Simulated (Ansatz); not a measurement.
# Tl2Se (model cell, started as antifluorite): a soft mode frozen in

Aim: this structure of Tl2Se (model cell, started as antifluorite) is to be tested for unstable modes, and one is followed downhill.

Main program and level: Ansatz 0.2.0; DFT PBE, scalar-relativistic, plane waves, PAW.

The structure was built from a prototype and need not be the compound's stable phase.

## Step 1: The starting structure

Symmetry: Fm-3m, No. 225, cubic system. The conventional cell has a = 7.574 Å, b = 7.574 Å, c = 7.574 Å, α = 90.00°, β = 90.00°, γ = 90.00°. Nearest to Se lie 8 Tl at 3.28 Å. Tl has 4 Se at 3.28 Å nearest. Farther neighbours and most contacts between anions are not listed.

Structure file:

```cif
data_structure
_symmetry_space_group_name_H-M 'Fm-3m'
_symmetry_Int_Tables_number 225
_cell_length_a 7.5742
_cell_length_b 7.5742
_cell_length_c 7.5742
_cell_angle_alpha 90.000
_cell_angle_beta 90.000
_cell_angle_gamma 90.000
_cell_volume 434.52
loop_
_atom_site_label
_atom_site_type_symbol
_atom_site_symmetry_multiplicity
_atom_site_Wyckoff_symbol
_atom_site_fract_x
_atom_site_fract_y
_atom_site_fract_z
_atom_site_occupancy
Se1 Se 4 a 0.00000 0.00000 0.00000 1
Tl1 Tl 8 c 0.25000 0.75000 0.75000 1
```

## Step 2: Phonons on a q mesh

The cell comes from relaxations at this level that are not shown. Stability and thermal properties need the whole zone. Linear response on a 2×2×2 q mesh gives force constants as far as a supercell of that size would.

File input.yaml:

```yaml
crystal:
  lattice:
    - [0.0, 3.7870920244, 3.7870920244]
    - [3.7870920244, 0.0, 3.7870920244]
    - [3.7870920244, 3.7870920244, 0.0]
  atoms:
    - { symbol: Se, position: [0.0, 0.0, 0.0] }
    - { symbol: Tl, position: [0.25, 0.25, 0.25] }
    - { symbol: Tl, position: [0.75, 0.75, 0.75] }
kpoints:
  mp_grid: { grid: [8, 8, 8] }
hamiltonian:
  xc: pbe
scf:
  occupations: { method: gaussian, width: 0.02 }
output:
  eigenvalues: true
phonons:
  method: dfpt
  qmesh: [2, 2, 2]
  temperatures: { t_max: 1000, t_step: 50 }
  qpath:
    path:
      - [[0.0, 0.0, 0.0], [0.5, 0.0, 0.5], [0.625, 0.25, 0.625]]
      - [[0.375, 0.375, 0.75], [0.0, 0.0, 0.0], [0.5, 0.5, 0.5], [0.5, 0.25, 0.75], [0.5, 0.0, 0.5]]
    npoints: 10
```

Launch:

```bash
> ansatz run input.yaml --threads 4 --pin off --max-ram 7168MiB --backend cpu --events-out ev --progress --plain --runs-dir out
```

Numbers of over 12 decimals in the logs are rounded to 6 here.

Log:

```text
Warning: phonons: the dynamical matrix that this run interpolates holds no multipole term above the dipole-dipole one, and a site of this crystal is no centre of inversion, so its interpolated transverse optical and acoustic branches and sound speeds can stay off near Gamma, and the density of states and the thermodynamics with them. What a run solves at a wave vector of phonons.qpoints, Gamma apart, where the deck admits one, is free of this, and under fd what a larger phonons.supercell samples
Engine: ansatz 0.2.0, aarch64-unknown-linux-gnu
Pseudopotentials: kind: paw
Pseudopotential: Se, paw, valence charge 16, recommended cutoff 420 eV (normal), Se.paw.azcp
Pseudopotential: Tl, paw, valence charge 13, recommended cutoff 420 eV (normal), Tl.paw.azcp
Functional definition: PBE
  parameter kappa = 0.804
  parameter beta = 0.066725
  exchange = pbe_x(kappa = kappa, mu = beta*pi^2/3)
  correlation = pbe_c(beta = beta)
Crystal: 3 atoms, lattice volume = 108.629 Å³
Basis set: ecut = 420 eV, 2109 PW (Γ), exchange–correlation on 72×72×72 points (8 copies of the dense FFT grid, shifted against one another)
Bands: 26, of which v1, the nominal top of the filled ones, is band 21 counted from 1 (20 counted from 0)
Symmetry: 48 space group operations
k-points: 29 of 512
Non-local potential: Se, projectors of the file, l = 0: 2, l = 1: 2, l = 2: 3, l = 3: 1
Non-local potential: Tl, projectors of the file, l = 0: 2, l = 1: 2, l = 2: 2, l = 3: 1
PAW form: soft (Blöchl's): semilocal exchange-correlation on the pseudo side does not see the compensation charge
PAW one-centre angular grid: Se, 590 points (default); XC on 64 Gauss nodes
PAW one-centre angular grid: Tl, 590 points (default); XC on 64 Gauss nodes
Initial density: superposition of atomic densities (neutral atoms: chi_scale 0, normalization atom), corrected by the library's trained network
Initial wavefunctions: pseudopotential atomic-orbital guess
Functional: x = pbe(κ = 0.804, μ = 0.219515), c = pbe(β = 0.066725)
SCF iter   1: F=—  HF=-28358.309040 eV  |F-HF|=—  |Δ(HF+E_count)|=         —  Δρ=5.53e-4  dr2=5.24e-4  ethr=1.77e-3  ⟨swp⟩=6.2  Hψ=3062  notcnv=0
preconditioner: auto → none  [insulator: Δε(μ)=0.135 eV  Ē_g=11.887 eV  σ=0.020 eV  W_gap=1.00  n_scr=14 (ndim 8)  ℏωp=20.2 eV  f_vac=0.119  D(μ)=0.00/eV (n_scr^D=0)  ε∞_Penn≈3.9]
SCF iter   2: F=—  HF=-28358.308111 eV  |F-HF|=—  |Δ(HF+E_count)|=   9.29e-4  Δρ=3.22e-4  dr2=1.94e-4  ethr=1.25e-6  ⟨swp⟩=2.9  Hψ=1611  notcnv=0  defer=18
SCF iter   3: F=—  HF=-28358.308355 eV  |F-HF|=—  |Δ(HF+E_count)|=   2.44e-4  Δρ=1.91e-4  dr2=7.72e-5  ethr=4.61e-7  ⟨swp⟩=2.0  Hψ=1249  notcnv=0  defer=18
SCF iter   4: F=—  HF=-28358.308444 eV  |F-HF|=—  |Δ(HF+E_count)|=   8.93e-5  Δρ=3.35e-5  dr2=2.89e-6  ethr=1.84e-7  ⟨swp⟩=2.0  Hψ=1250  notcnv=0  defer=18
SCF iter   5: F=—  HF=-28358.308447 eV  |F-HF|=—  |Δ(HF+E_count)|=   3.09e-6  Δρ=1.07e-5  dr2=8.10e-8  ethr=6.87e-9  ⟨swp⟩=2.0  Hψ=1214  notcnv=0  defer=18
SCF iter   6: F=—  HF=-28358.308447 eV  |F-HF|=—  |Δ(HF+E_count)|=   4.89e-7  Δρ=3.56e-6  dr2=6.94e-9  ethr=1.93e-10  ⟨swp⟩=2.1  Hψ=1191  notcnv=0  defer=18
SCF iter   7: F=—  HF=-28358.308447 eV  |F-HF|=—  |Δ(HF+E_count)|=   4.28e-8  Δρ=4.61e-7  dr2=2.09e-10  ethr=1.65e-11  ⟨swp⟩=2.2  Hψ=1135  notcnv=0  defer=18
SCF iter   8: F=—  HF=-28358.308447 eV  |F-HF|=—  |Δ(HF+E_count)|=  3.93e-10  Δρ=1.72e-7  dr2=2.79e-11  ethr=1.00e-12  ⟨swp⟩=2.1  Hψ=883  notcnv=0  defer=18
SCF iter   9: F=-28358.308447 eV  HF=-28358.308447 eV  |F-HF|=3.64e-12  |Δ(HF+E_count)|=  5.46e-11  Δρ=3.31e-8  dr2=7.38e-13  ethr=1.00e-12  ⟨swp⟩=9.1  Hψ=3630  notcnv=0
SCF 1 converged in 9 iterations: F = -28358.308447 eV  dr2 = 7.38e-13
  greatest PAW one-centre occupation: 1.000 electrons in one spin orbital (limit 2), on the Se atom at site 0 (counted from 0), in its partial waves of l = 2
Initial density: read from a saved state, or passed on in memory by an earlier SCF of this step, an earlier step, the calling program or the single point that the run made first
iter 1 solved again at ethr=1.50e-8 eV; its pass at ethr=3.10e-3 eV (dr2=6.31e-6 eV) is discarded
[...]
eigensolver tolerance schedule: the retry pair's looser diagonalisation over-reported the residual by 121243.94 of it (diagonalisation noise at 1.42 of the residual, at the tolerance the schedule requests for it); recorded, not acted on — ethr = c·dr2/N_el stays at c = 1.0e-1
preconditioner: auto → none  [insulator: Δε(μ)=0.149 eV  Ē_g=11.885 eV  σ=0.020 eV  W_gap=1.00  n_scr=14 (ndim 8)  ℏωp=20.2 eV  f_vac=0.120  D(μ)=0.00/eV (n_scr^D=0)  ε∞_Penn≈3.9]
[...]
SCF 2 converged in 3 iterations: F = -28358.308447 eV  dr2 = 9.60e-12
k-points: 59 of 512 (irreducible under 8 space group operations, time reversal used)
[...]
eigensolver tolerance schedule: the retry pair's looser diagonalisation over-reported the residual by 873975.39 of it (diagonalisation noise at an unbounded share of the residual, at the tolerance the schedule requests for it); recorded, not acted on — ethr = c·dr2/N_el stays at c = 1.0e-1
preconditioner: auto → none  [insulator: Δε(μ)=0.149 eV  Ē_g=11.886 eV  n_scr=14 (ndim 8)  ℏωp=20.2 eV  f_vac=0.120  ε∞_Penn≈3.9]
SCF iter   2: F=—  HF=-28358.308447 eV  |F-HF|=—  |Δ(HF+E_count)|=   1.46e-6  Δρ=1.00e-7  dr2=7.33e-12  ethr=1.00e-12  ⟨swp⟩=8.9  Hψ=7029  notcnv=0
SCF iter   3: F=-28358.308447 eV  HF=-28358.308447 eV  |F-HF|=0.00e0  |Δ(HF+E_count)|=  7.28e-12  Δρ=6.73e-8  dr2=2.88e-12  ethr=1.00e-12  ⟨swp⟩=1.0  Hψ=3245  notcnv=0
SCF 3 converged in 3 iterations: F = -28358.308447 eV  dr2 = 2.88e-12
NSCF: frozen V_eff on 59 k-points
NSCF: frozen V_eff on 59 k-points
[...]
DFPT response loops at Γ: preconditioner auto → Resta (q_TF=auto, 2.329 Å⁻¹)  ε∞=20.1 (no band partly filled); β = 1.00, the filter's whole step (`scf.mixing.beta` (0.50) is not read by the response loops at its default; to damp them type it under 1.00, their step now; it binds the ground state too); Broyden in place of MSR1
k-points: 163 of 1728 (irreducible under 8 space group operations, time reversal used)
iter 1 solved again at ethr=3.93e-7 eV; its pass at ethr=3.10e-3 eV (dr2=1.65e-4 eV) is discarded
SCF iter   1: F=—  HF=-28358.310000 eV  |F-HF|=—  |Δ(HF+E_count)|=         —  Δρ=2.27e-4  dr2=1.58e-4  ethr=3.93e-7  ⟨swp⟩=2.7  Hψ=23353  notcnv=0  defer=480
preconditioner: auto → none  [insulator: Δε(μ)=0.087 eV  Ē_g=11.883 eV  n_scr=14 (ndim 8)  ℏωp=20.2 eV  f_vac=0.120  ε∞_Penn≈3.9]
SCF iter   2: F=—  HF=-28358.309985 eV  |F-HF|=—  |Δ(HF+E_count)|=   1.50e-5  Δρ=1.69e-4  dr2=6.64e-5  ethr=3.77e-7  ⟨swp⟩=2.0  Hψ=6683  notcnv=0  defer=316
SCF iter   3: F=—  HF=-28358.309967 eV  |F-HF|=—  |Δ(HF+E_count)|=   1.74e-5  Δρ=3.77e-5  dr2=2.12e-6  ethr=1.58e-7  ⟨swp⟩=2.0  Hψ=6657  notcnv=0  defer=216
SCF iter   4: F=—  HF=-28358.309968 eV  |F-HF|=—  |Δ(HF+E_count)|=   4.17e-7  Δρ=7.64e-6  dr2=8.92e-8  ethr=5.05e-9  ⟨swp⟩=2.0  Hψ=4912  notcnv=0  defer=163
SCF iter   5: F=—  HF=-28358.309968 eV  |F-HF|=—  |Δ(HF+E_count)|=   6.68e-8  Δρ=1.21e-6  dr2=1.29e-9  ethr=2.12e-10  ⟨swp⟩=2.0  Hψ=7498  notcnv=0  defer=163
SCF iter   6: F=—  HF=-28358.309968 eV  |F-HF|=—  |Δ(HF+E_count)|=   4.02e-9  Δρ=3.77e-7  dr2=1.49e-10  ethr=1.00e-12  ⟨swp⟩=8.2  Hψ=16749  notcnv=0
SCF iter   7: F=-28358.309968 eV  HF=-28358.309968 eV  |F-HF|=1.46e-11  |Δ(HF+E_count)|=  5.31e-10  Δρ=4.19e-8  dr2=1.43e-12  ethr=1.00e-12  ⟨swp⟩=3.0  Hψ=8803  notcnv=0
SCF 4 converged in 7 iterations: F = -28358.309968 eV  dr2 = 1.43e-12
NSCF: frozen V_eff on 163 k-points
NSCF: frozen V_eff on 106 k-points
[...]
DFPT response loops at q = (0, 0, 0) (fractional): mixed as the last ones told, above
NSCF: frozen V_eff on 300 k-points
DFPT response loops at q = (0, 0, -0.5) (fractional): mixed as the last ones told, above
NSCF: frozen V_eff on 190 k-points
DFPT response loops at q = (0, -0.5, -0.5) (fractional): mixed as the last ones told, above
SCF converged after 9 iterations
Free energy (F): -28358.308447 eV
Harris-Foulkes:  -28358.308447 eV  (|F-HF|=3.64e-12)
Internal energy: -28358.308447 eV  (E = F + TS)
E sigma→0 (E₀):  -28358.308447 eV
Fermi energy:    6.445448 eV
--- Per-component energies (eV) ---
  E_band       = -484.036384
  E_kinetic    = 781.295853
  E_local      = -5006.248901  (includes V_loc(G=0)·N_el)
  E_nonlocal   = 39.471503
  E_hartree    = 2202.325182
  E_xc         = -565.772937
  E_vxc        = -381.872423  (∫ρ·V_xc dr)
  E_paw        = -22236.219731  (= ΣΔE_a)
  E_vpaw       = -321.332253  (= ΣTr[D̂ρ^β])
  E_aug_tail   = -0.000536  (compensation charges beyond the density's cutoff)
  E_ewald      = -3573.158879
  E_smearing   = -0.000000  (= −TS)
  E_closure    = -0.000000  (closes the sum)
  Σ components = -28358.308447   (vs F -28358.308447, Δ=0.00e0)
--- Band table (eV; the first three rows and the last of 29) ---
  k-point 0: bands = [... 17 lower, 2.8839, 4.6619, 4.6619, 4.6619, 7.4671, 7.4671, 7.4671, 11.4070, ... 1 higher]
  k-point 1: bands = [... 17 lower, 2.6193, 4.5818, 4.5818, 4.6930, 7.6371, 7.6371, 8.0334, 10.9439, ... 1 higher]
  k-point 2: bands = [... 17 lower, 1.9560, 4.4177, 4.4177, 5.1138, 7.9864, 7.9864, 8.9116, 10.5966, ... 1 higher]
  k-point 28: bands = [... 17 lower, 0.4164, 3.3340, 5.4285, 5.4285, 7.1916, 8.1587, 10.4081, 10.4081, ... 1 higher]
--- Phonons (Γ-DFPT): 2 representative perturbations + reference (Σ response iterations 6) ---
  ASR residual: 6.283e-5 → 0.000e0 eV/Å²; symmetrization residual: 1.861e-5 eV/Å²
  ASR residual per site (eV/Å²): 6.28e-5 4.85e-6 4.85e-6
  Γ frequencies (cm⁻¹): 0.00 0.00 0.00 52.80 52.80 52.80 76.01 76.01 76.01
--- Phonons (arbitrary-q DFPT): 3 irreducible q on the 2×2×2 mesh ---
  q = [0.0000, 0.0000, 0.0000] (star 1, of the zone-centre solve; hermiticity 2.65e-5, symmetrization 2.02e-11): -0.00 -0.00 -0.00 52.80 52.80 52.80 76.01 76.01 76.01
  q = [0.0000, 0.0000, -0.5000] (star 4, 2 solved perturbations on 150 of 512 k-point pairs; hermiticity 2.95e-5, symmetrization 1.05e-5): 21.04 21.04 45.53 45.53 46.70 58.17 73.30 74.97 74.97
  q = [0.0000, -0.5000, -0.5000] (star 3, 4 solved perturbations in 308 linear systems a pass and spin channel, the states on 95 of 512 k-point pairs; hermiticity 9.23e-6, symmetrization 3.25e-8): -36.28 -36.28 30.01 32.62 32.62 64.16 64.33 64.33 103.12
  sum rule: each row above includes the acoustic sum rule's correction from the zone centre's row sums; it moved no ω² by more than (0.47 cm⁻¹)²
  mesh force constants: q→R imaginary residual 3.90e-17; ASR residual 6.283e-5 → 0.000e0 eV/Å²; symmetrization residual 6.661e-16 eV/Å²
  interpolated dispersion: 62 rows × 9 modes
  density of states and harmonic sums: on the 14×14×14 q-mesh, interpolated from the force constants of a 2×2×2 supercell (no non-analytic term)
  largest difference from the sums on the solved wave vectors: F 1.57e-1 eV, S 1.96e-4 and C_V 4.02e-5 eV/K
  zero-point energy: 0.026611 eV/cell   skipped modes (ω ≤ 0): 79, of them read as no rigid motion or as one in doubt: 76 (6.757e-1 modes/cell left out, lowest -36.28 cm⁻¹)   left out of the sums: 7.52e-2 of the cell's modes: C_V's classical limit lies that fraction below 3 k_B per atom; for a crystal, a wire or a layer, F and S can be off by more, and a phonons.interpolated_qmesh denser along its periods is the remedy for the sampling
```

The job ended after 93 s (4 threads of Arm Neoverse V2, shared host; peak memory 1.2 GiB; 6 min of CPU time).

The column dr2 measures how far the density is from self-consistency, as an energy; F and HF (Harris–Foulkes) agree once it is small.

This step gave:

```
volume per atom                                         : 36.21 Å³
gap on the k-mesh                                       : 0.1492 eV
sum-rule residual before enforcement                    : 6.28e-5 eV/Å²
lowest frequency on the path                            : -36.28 cm⁻¹
point group                                             : m-3m
highest frequency on the path or at a solved wavevector : 103.1 cm⁻¹
highest optical mode at the zone centre (no LO-TO term) : 76.01 cm⁻¹
lowest optical zone-centre mode                         : 52.8 cm⁻¹
lowest mode on the q mesh (acoustic modes at Γ apart)   : -36.28 cm⁻¹
```

Frequencies (cm⁻¹) solved at each irreducible wavevector; negative means imaginary. Frequencies by wavevector, by row:

| q in reciprocal lattice units | star | mode 1 | mode 2 | mode 3 | mode 4 | mode 5 | mode 6 | mode 7 | mode 8 | mode 9 |
| --- | --- | --- | --- | --- | --- | --- | --- | --- | --- | --- |
| 0 0 0 | 1 | 0 | 0 | 0 | 52.8 | 52.8 | 52.8 | 76 | 76 | 76 |
| 0 0 -0.5 | 4 | 21 | 21 | 45.5 | 45.5 | 46.7 | 58.2 | 73.3 | 75 | 75 |
| 0 -0.5 -0.5 | 3 | -36.3 | -36.3 | 30 | 32.6 | 32.6 | 64.2 | 64.3 | 64.3 | 103.1 |

Interpolated from a 2×2×2 q mesh, without the LO-TO term. Phonon branches along the path, in cm⁻¹:

| point | branch 1 | branch 2 | branch 3 | branch 4 | branch 5 | branch 6 | branch 7 | branch 8 | branch 9 |
| --- | --- | --- | --- | --- | --- | --- | --- | --- | --- |
| Γ | 0 | 0 | 0 | 53 | 53 | 53 | 76 | 76 | 76 |
| halfway | -15 | -15 | 44 | 46 | 46 | 46 | 68 | 68 | 92 |
| X | -36 | -36 | 30 | 33 | 33 | 64 | 64 | 64 | 103 |
| halfway | -32 | -27 | 30 | 33 | 35 | 63 | 65 | 65 | 100 |
| U | -18 | 26 | 30 | 36 | 38 | 60 | 66 | 66 | 90 |
| jump to K | -18 | 26 | 30 | 36 | 38 | 60 | 66 | 66 | 90 |
| halfway | 12 | 22 | 41 | 46 | 47 | 52 | 71 | 76 | 79 |
| Γ | 0 | 0 | 0 | 53 | 53 | 53 | 76 | 76 | 76 |
| halfway | 15 | 15 | 34 | 49 | 49 | 51 | 75 | 75 | 78 |
| L | 21 | 21 | 46 | 46 | 47 | 58 | 73 | 75 | 75 |
| halfway | 11 | 32 | 35 | 42 | 48 | 59 | 66 | 76 | 76 |
| W | -30 | 29 | 35 | 40 | 40 | 62 | 66 | 77 | 77 |
| halfway | -33 | 8 | 29 | 34 | 36 | 63 | 65 | 66 | 96 |
| X | -36 | -36 | 30 | 33 | 33 | 64 | 64 | 64 | 103 |

The phonon branches as a text plot (rows in cm⁻¹):

```
    100 |        *******                                      ***
     94 |      **       **                                   *
     89 |    **           *                                 *
     83 |   *              *                               *
     77 |***                *  ****************************
     71 |   ****           *********            *****      *
     65 |       ************                         ************
     60 |        ***    ****                    *************
     54 |****   *           ********************
     48 |   ****            ********       *************
     42 |      **          ******             *   **********
     36 |    **  ***   *****     *          **       ** *******
     30 |   *     ***********                        ************
     25 |                 *  ***  **       *      ***        *
     19 |  *             *  *  ***  *     *  *********
     13 | *                     * ***    * **         *
      7 |                  *     *   *  ***
      1 |*                            ***
     -4 | ***                     ****
    -10 |    **                                        *
    -16 |      *        * *
    -22 |       *        *                              *     *
    -28 |        *     **                                ***
    -33 |         ******                                    *****
         Γ           X  U|K            Γ         L        W     X
```

Symmetry leaves 3 wavevectors to solve. The lowest mode among them, the acoustic zeros apart, lies at q = (0, -0.5, -0.5) and is imaginary, 36.3i cm⁻¹, so the energy falls along it.

## Step 3: The mode frozen in, largest atomic shift 0 Å

The mode followed lies at q = (0, -0.5, -0.5) with frequency 36.3i cm⁻¹ and is 2-fold degenerate, the softest among the wavevectors solved. At small amplitude the distorted cell has space group no. 11 by a symmetry search on the positions. The undistorted cell that holds it gives the zero of energy on the same k mesh.

System of this step: Tl2Se (model cell, started as antifluorite). The structure is cubic, space group Fm-3m (No. 225). The conventional cell has a = 7.574 Å, b = 7.574 Å, c = 7.574 Å, α = 90.00°, β = 90.00°, γ = 90.00°. Nearest to Se lie 8 Tl at 3.28 Å. Nearest to Tl lie 4 Se at 3.28 Å. Farther neighbours and most contacts between anions are not listed.

File input.yaml:

```yaml
crystal:
  lattice:
    - [0.0, -3.7870920244, -3.7870920244]
    - [0.0, 3.7870920244, -3.7870920244]
    - [7.5741840488, 0.0, 0.0]
  atoms:
    - { symbol: Se, position: [0.5, 0.5, 0.5] }
    - { symbol: Se, position: [0.0, 0.0, 0.0] }
    - { symbol: Tl, position: [0.0, 0.5, 0.75] }
    - { symbol: Tl, position: [0.5, 0.0, 0.25] }
    - { symbol: Tl, position: [1.0, 0.5, 0.25] }
    - { symbol: Tl, position: [0.5, 0.0, 0.75] }
kpoints:
  mp_grid: { grid: [6, 6, 4] }
hamiltonian:
  xc: pbe
scf:
  occupations: { method: gaussian, width: 0.02 }
output:
  forces: true
  stress: true
  eigenvalues: true
```

Log:

```text
[...]
Crystal: 6 atoms, lattice volume = 217.259 Å³
Basis set: ecut = 420 eV, 4209 PW (Γ), exchange–correlation on 72×72×108 points (8 copies of the dense FFT grid, shifted against one another)
Bands: 51, of which v1, the nominal top of the filled ones, is band 42 counted from 1 (41 counted from 0)
Symmetry: 32 space group operations
[...]
k-points: 30 of 144
[...]
k-point 0: bands = [... 38 lower, 4.6681, 4.6681, 4.6717, 6.1143, 6.7187, 7.4666, 7.4691, 7.4691, ... 4 higher]
  k-point 1: bands = [... 38 lower, 4.4440, 4.4440, 4.8513, 5.8133, 7.1975, 7.7628, 7.7628, 8.1691, ... 4 higher]
  k-point 2: bands = [... 38 lower, 4.0061, 4.0061, 5.2994, 5.2994, 8.3353, 8.3353, 8.4551, 8.4551, ... 4 higher]
  k-point 29: bands = [... 38 lower, 5.4331, 5.4331, 5.4331, 5.4331, 7.1939, 7.1939, 8.1641, 8.1641, ... 4 higher]
[key lines of the parts left out:]
SCF converged after 7 iterations
Free energy (F): -56716.610709 eV
Fermi energy:    6.479084 eV
P = ⅓ Tr σ = 0.0448 GPa (0.448 kbar)
```

The job ended after 3.6 s (4 threads; peak memory 0.69 GiB; 14 s of CPU time).

This step gave:

- pressure: 0.04479 GPa
- gap on the k-mesh: 0.07955 eV
- energy from the undistorted cell: 0 meV/atom

The run ends at a pressure of 0.04 GPa.

(Continued in part 2 of 3.)

[Logs are printed without paths, hosts, clocks, repeated set-up lines and the standing remarks that a program may print on its own settings, such as how far it seeks lower states.]

[Hosts, paths, dates, database ids (printed as entryN), source tags and the programs' standing remarks are cut or masked in the printed files.]
